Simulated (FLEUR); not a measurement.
# How the volume moves the moments of CrO2, part 2 of 2

Wanted: the trend of the moments of CrO2 with the volume.

FLEUR MaX-R8.1; LDA (VWN) with U = 3.5 eV on Cr d; all-electron FLAPW, Dirac cores, scalar-relativistic bands.

So far, largest spin moment in the muffin-tin sphere (μB): step 2 (factor 1, start ferro ++) 2.20; step 3 (factor 1, start antiferro +-) 1.93.

## (4) Factor 1.09, start ferro ++

The farthest finished point is shown in full.

File inp.xml:

```
<?xml version="1.0" encoding="UTF-8" standalone="no"?>
<fleurInput fleurInputVersion="0.39">
   <comment>
      CrO2
   </comment>
   <calculationSetup>
      <cutoffs Kmax="4.4" Gmax="13.2" GmaxXC="13.2" numbands="0"/>
      <scfLoop itmax="110" minDistance="0.0001" maxIterBroyd="15" imix="Anderson" alpha="0.05" precondParam="0.0" spinf="2.0" sdNocoIR="T"/>
      <coreElectrons ctail="T" frcor="F" kcrel="0" coretail_lmax="0"/>
      <xcFunctional name="vwn" relativisticCorrections="F"/>
      <magnetism jspins="2"/>
      <soc l_soc="F" theta="0.0" phi="0.0" spav="F"/>
      <expertModes spex="0" secvar="F"/>
      <geometryOptimization l_f="F" forcealpha="1.0" forcemix="BFGS" epsdisp="0.00001" epsforce="0.00001"/>
      <ldaU l_linMix="F" mixParam="0.05" spinf="1.0"/>
   </calculationSetup>
   <cell>
      <bzIntegration valenceElectrons="52.0" mode="hist" fermiSmearingEnergy="0.00183747">
         <kPointListSelection listName="default-1"/>
         <xi:include xmlns:xi="http://www.w3.org/2001/XInclude" href="kpts.xml"> </xi:include>
      </bzIntegration>
      <xi:include xmlns:xi="http://www.w3.org/2001/XInclude" href="sym.xml"> </xi:include>
      <bulkLattice scale="1.0">
         <bravaisMatrix>
            <row-1>    8.5979493275494718     0.0000000000000000     0.0000000000000000</row-1>
            <row-2>    0.0000000000000000     8.5979493275494718     0.0000000000000000</row-2>
            <row-3>    0.0000000000000000     0.0000000000000000     5.6729740304507184</row-3>
         </bravaisMatrix>
      </bulkLattice>
   </cell>
   <atomSpecies>
      <species name="Chromium (3.000" element="Cr" atomicNumber="24">
         <mtSphere radius="2.15" gridPoints="711" logIncrement="0.017"/>
         <atomicCutoffs lmax="8" lnonsphr="6"/>
         <electronConfig flipSpins="F">
            <coreConfig>(1s1/2) (2s1/2) (2p1/2) (2p3/2)</coreConfig>
            <valenceConfig>(3s1/2) (3p1/2) (3p3/2) (4s1/2) (3d3/2) (3d5/2)</valenceConfig>
            <stateOccupation state="(4s1/2)" spinUp="0.5" spinDown="0.5"/>
            <stateOccupation state="(3d3/2)" spinUp="1.0" spinDown="1.0"/>
            <stateOccupation state="(3d5/2)" spinUp="3.0" spinDown="0.0"/>
         </electronConfig>
         <energyParameters s="4" p="4" d="3" f="4"/>
         <ldaU l="2" U="3.5" J="0.0" l_amf="F"/>
         <lo type="SCLO" l="0" n="3" eDeriv="0"/>
         <lo type="SCLO" l="1" n="3" eDeriv="0"/>
      </species>
      <species name="Oxygen (O)" element="O" atomicNumber="8">
         <mtSphere radius="1.21" gridPoints="401" logIncrement="0.026"/>
         <atomicCutoffs lmax="6" lnonsphr="4"/>
         <electronConfig flipSpins="F">
            <coreConfig>(1s1/2)</coreConfig>
            <valenceConfig>(2s1/2) (2p1/2) (2p3/2)</valenceConfig>
            <stateOccupation state="(2p1/2)" spinUp="0.666667" spinDown="0.666667"/>
            <stateOccupation state="(2p3/2)" spinUp="1.333333" spinDown="1.333333"/>
         </electronConfig>
         <energyParameters s="2" p="2" d="3" f="4"/>
      </species>
   </atomSpecies>
   <atomGroups>
      <atomGroup species="Chromium (3.000">
         <relPos label="                   1">.0000000000 .0000000000 .0000000000</relPos>
         <relPos label="                   2">1.000/2.000 1.000/2.000 1.000/2.000</relPos>
         <force calculate="T" relaxXYZ="TTT"/>
      </atomGroup>
      <atomGroup species="Oxygen (O)">
         <relPos label="                   3">.3010000000 .3010000000 .0000000000</relPos>
         <relPos label="                   4">.1990000000 -.1990000000 1.000/2.000</relPos>
         <relPos label="                   5">-.3010000000 -.3010000000 .0000000000</relPos>
         <relPos label="                   6">-.1990000000 .1990000000 1.000/2.000</relPos>
         <force calculate="T" relaxXYZ="TTT"/>
      </atomGroup>
   </atomGroups>
   <output dos="F" band="F" slice="F">
      <bandDOS minEnergy="-.5*Htr" maxEnergy="0.5*Htr" sigma="0.015" storeEVData="T"/>
      <plotting iplot="0" polar="F">
         <plot TwoD="T" vec1="  1.0  0.0  0.0" vec2="  0.0  1.0  0.0" vec3="  0.0  0.0  1.0" zero="  0.0  0.0  0.0" file="plot"/>
      </plotting>
      <moessbauerParams electricFieldGradient="F" isomerShift="F" coreHyperfine="F" valenceHyperfine="F"/>
   </output>
</fleurInput>
```

File crystal.txt:

```
CrO2
&input film=F cartesian=F /
4.54983884470  0.00000000000  0.00000000000
0.00000000000  4.54983884470  0.00000000000
0.00000000000  0.00000000000  3.00200857500
1.8897261246
1.0 1.0 1.0

6
24 0.00000000000  0.00000000000  0.00000000000 : 3.000
24 0.50000000000  0.50000000000  0.50000000000 : 3.000
8 0.30100000000  0.30100000000  0.00000000000
8 0.19900000000  0.80100000000  0.50000000000
8 0.69900000000  0.69900000000  0.00000000000
8 0.80100000000  0.19900000000  0.50000000000

&kpt div1=8 div2=8 div3=8 gamma=T /
```

The run is started by

```bash
OMP_NUM_THREADS=1 inpgen -f crystal.txt > inpgen.log  # inp.xml is then edited as shown
OMP_NUM_THREADS=1 mpirun -n 4 fleur_MPI > fleur.log
```

What it wrote:

```text
[banner, memory and clock lines left out]
Welcome to FLEUR        (www.flapw.de)
      MaX-Release 8.1          (www.max-centre.eu)

 ========== k-point set info ==========
 Selected k-point list: default-1
 k-point list type: mesh
 0 x 0 x 0
 Number of k points: 76

 [... set-up left out ...]
 no density matrix found ... skipping LDA+U
 Reset of history
 Iteration:     1   Distance:      47.70360324 me/bohr^3
 Iteration:     2   Distance:      42.94577660 me/bohr^3
 Iteration:     3   Distance:      36.44164358 me/bohr^3
 Iteration:     4   Distance:      15.62052799 me/bohr^3
[...]
[... left out ...]
            <freeEnergy value="-2396.7557336687"/>
            <extrapolationTo0K value="-2396.7556022778"/>
         </totalEnergy>
         [... left out ...]
         <ldaUDensityMatrixConvergence>
            <distance spin="1" distance="0.000004"/>
            <distance spin="2" distance="0.000002"/>
         </ldaUDensityMatrixConvergence>
         <densityConvergence units="me/bohr^3">
            <chargeDensity spin="1" distance="0.0000706921"/>
            <chargeDensity spin="2" distance="0.0000307963"/>
            <overallChargeDensity distance="0.0000971089"/>
            <spinDensity distance="0.0000496127"/>
         </densityConvergence>
      </iteration>
```

It took 2.6 min on 4 MPI ranks of Arm Neoverse V1, shared host; peak memory 0.29 GiB.

Spin moment in the muffin-tin sphere by atom:

```tsv
atom	spin moment in the muffin-tin sphere (μB)
Cr1	2.30
Cr2	2.30
O3	-0.15
O4	-0.15
O5	-0.15
O6	-0.15
```

Read from the output:

| Property | Result |
| --- | --- |
| free energy | -65219.0460 eV |
| program's band gap on this mesh (in a metal only a level spacing) | 0.02459 eV |
| magnetization | 4 μB |
| final state | ferromagnetic, with opposed induced moments |

After 27 cycles the largest moment stands at 2.30 μB.

## (5) Factor 1.09, start antiferro +-

Changes to inp.xml since step 4:

```diff
@@ -46,2 +46,17 @@
       </species>
+      <species name="Chromium (-3.000" element="Cr" atomicNumber="24">
+         <mtSphere radius="2.15" gridPoints="711" logIncrement="0.017"/>
+         <atomicCutoffs lmax="8" lnonsphr="6"/>
+         <electronConfig flipSpins="F">
+            <coreConfig>(1s1/2) (2s1/2) (2p1/2) (2p3/2)</coreConfig>
+            <valenceConfig>(3s1/2) (3p1/2) (3p3/2) (4s1/2) (3d3/2) (3d5/2)</valenceConfig>
+            <stateOccupation state="(4s1/2)" spinUp="0.5" spinDown="0.5"/>
+            <stateOccupation state="(3d3/2)" spinUp="1.0" spinDown="1.0"/>
+            <stateOccupation state="(3d5/2)" spinUp="0.0" spinDown="3.0"/>
+         </electronConfig>
+         <energyParameters s="4" p="4" d="3" f="4"/>
+         <ldaU l="2" U="3.5" J="0.0" l_amf="F"/>
+         <lo type="SCLO" l="0" n="3" eDeriv="0"/>
+         <lo type="SCLO" l="1" n="3" eDeriv="0"/>
+      </species>
       <species name="Oxygen (O)" element="O" atomicNumber="8">
@@ -61,2 +76,5 @@
          <relPos label="                   1">.0000000000 .0000000000 .0000000000</relPos>
+         <force calculate="T" relaxXYZ="TTT"/>
+      </atomGroup>
+      <atomGroup species="Chromium (-3.000">
          <relPos label="                   2">1.000/2.000 1.000/2.000 1.000/2.000</relPos>
@@ -66,4 +84,7 @@
          <relPos label="                   3">.3010000000 .3010000000 .0000000000</relPos>
+         <relPos label="                   5">-.3010000000 -.3010000000 .0000000000</relPos>
+         <force calculate="T" relaxXYZ="TTT"/>
+      </atomGroup>
+      <atomGroup species="Oxygen (O)">
          <relPos label="                   4">.1990000000 -.1990000000 1.000/2.000</relPos>
-         <relPos label="                   5">-.3010000000 -.3010000000 .0000000000</relPos>
          <relPos label="                   6">-.1990000000 .1990000000 1.000/2.000</relPos>
```

Changes to crystal.txt since step 4:

```diff
@@ -10,3 +10,3 @@
 24 0.00000000000  0.00000000000  0.00000000000 : 3.000
-24 0.50000000000  0.50000000000  0.50000000000 : 3.000
+24 0.50000000000  0.50000000000  0.50000000000 : -3.000
 8 0.30100000000  0.30100000000  0.00000000000
```

What it wrote:

```text
[banner, memory and clock lines left out]
Welcome to FLEUR        (www.flapw.de)
      MaX-Release 8.1          (www.max-centre.eu)

 ========== k-point set info ==========
 Selected k-point list: default-1
 k-point list type: mesh
 0 x 0 x 0
 Number of k points: 108

 [... set-up left out ...]
 no density matrix found ... skipping LDA+U
 Reset of history
 Iteration:     1   Distance:      48.33914655 me/bohr^3
 Iteration:     2   Distance:      43.20554837 me/bohr^3
 Iteration:     3   Distance:      36.77767472 me/bohr^3
[...]
[... left out ...]
            <freeEnergy value="-2396.7415556421"/>
            <extrapolationTo0K value="-2396.7414209098"/>
         </totalEnergy>
         [... left out ...]
         <ldaUDensityMatrixConvergence>
            <distance spin="1" distance="0.000008"/>
            <distance spin="2" distance="0.000007"/>
         </ldaUDensityMatrixConvergence>
         <densityConvergence units="me/bohr^3">
            <chargeDensity spin="1" distance="0.0000626209"/>
            <chargeDensity spin="2" distance="0.0000600175"/>
            <overallChargeDensity distance="0.0000840726"/>
            <spinDensity distance="0.0000893238"/>
         </densityConvergence>
      </iteration>
```

The job ended after 4.9 min (4 MPI ranks; peak memory 0.35 GiB).

Numbers from this step:

- free energy: -65218.6602 eV
- program's band gap on this mesh (in a metal only a level spacing): 2.95e-6 eV
- magnetization: 0 μB
- final state: antiferromagnetic
- largest moment: 2.028 μB

After 34 cycles the largest moment stands at 2.03 μB.

## (6) All points

In all 14 runs were made at the factors 0.91, 0.94, 0.97, 1, 1.03, 1.06 and 1.09, of which 14 converged. The tables hold the factors at which the parallel start converged, and CPU times count converged runs alone. Differences are of free energies.

Final states:

```tsv
volume factor	ferro ++	antiferro +-	CPU time (s)
0.91	ferromagnetic, with opposed induced moments	antiferromagnetic	1244
0.94	ferromagnetic, with opposed induced moments	antiferromagnetic	1303
0.97	ferromagnetic, with opposed induced moments	antiferromagnetic	1641
1	ferromagnetic, with opposed induced moments	antiferromagnetic	1667
1.03	ferromagnetic, with opposed induced moments	antiferromagnetic	1804
1.06	ferromagnetic, with opposed induced moments	antiferromagnetic	1933
1.09	ferromagnetic, with opposed induced moments	antiferromagnetic	1794
```

Table of energy over the lowest point, ferro ++ by volume factor:

```tsv
volume factor	energy over the lowest point, ferro ++ (meV a primitive cell)
0.9100	232
0.9400	72.2
0.9700	0
1.0000	65.1
1.0300	184
1.0600	381
1.0900	631
```

The largest sphere moment by volume factor:

```tsv
volume factor	ferro ++ (μB)	antiferro +- (μB)
0.9100	2.11	1.84
0.9400	2.14	1.87
0.9700	2.17	1.90
1.0000	2.20	1.93
1.0300	2.23	1.96
1.0600	2.26	1.99
1.0900	2.30	2.03
```

The net moment, ferro ++ stays at 4 μB a primitive cell for volume factor from 0.91 to 1.09.

Energy less that of the parallel start, antiferro +- against volume factor:

```tsv
volume factor	energy less that of the parallel start, antiferro +- (meV a seeded atom)
0.9100	188
0.9400	187
0.9700	187
1.0000	187
1.0300	188
1.0600	190
1.0900	193
```

## (7) Summary of results

| Item | Value |
| --- | --- |
| largest moment, parallel start | 2.11 μB at 0.91, 2.30 μB at 1.09 |
| net moment, parallel start | 4 to 4 μB a primitive cell |
| start antiferro +- less the parallel start | +188.2 meV at 0.91, +192.9 meV at 1.09, a seeded atom |

In words: The largest moment of the parallel start goes from 2.11 μB at 0.91 to 2.30 μB at 1.09. Its energy is least at 0.97 of the points run. The start antiferro +- lies over the parallel start at every point where both finished. The opposed order is one of several, taken for its small cell; another can lie lower, so the scan does not name the ground state. Atoms were not relaxed at any point.

[Logs and program files are shortened in this print: banners, set-up blocks, solver, clock and traceback lines can be left out without a mark of their own.]

[Logs are printed without paths, hosts, clocks, repeated set-up lines and the standing remarks that a program may print on its own settings, such as how far it seeks lower states.]

[Hosts, paths, dates, database ids (printed as entryN), source tags and the programs' standing remarks are cut or masked in the printed files.]

[Where a cell is said to come from a database of computed structures, the database is the Materials Project.]
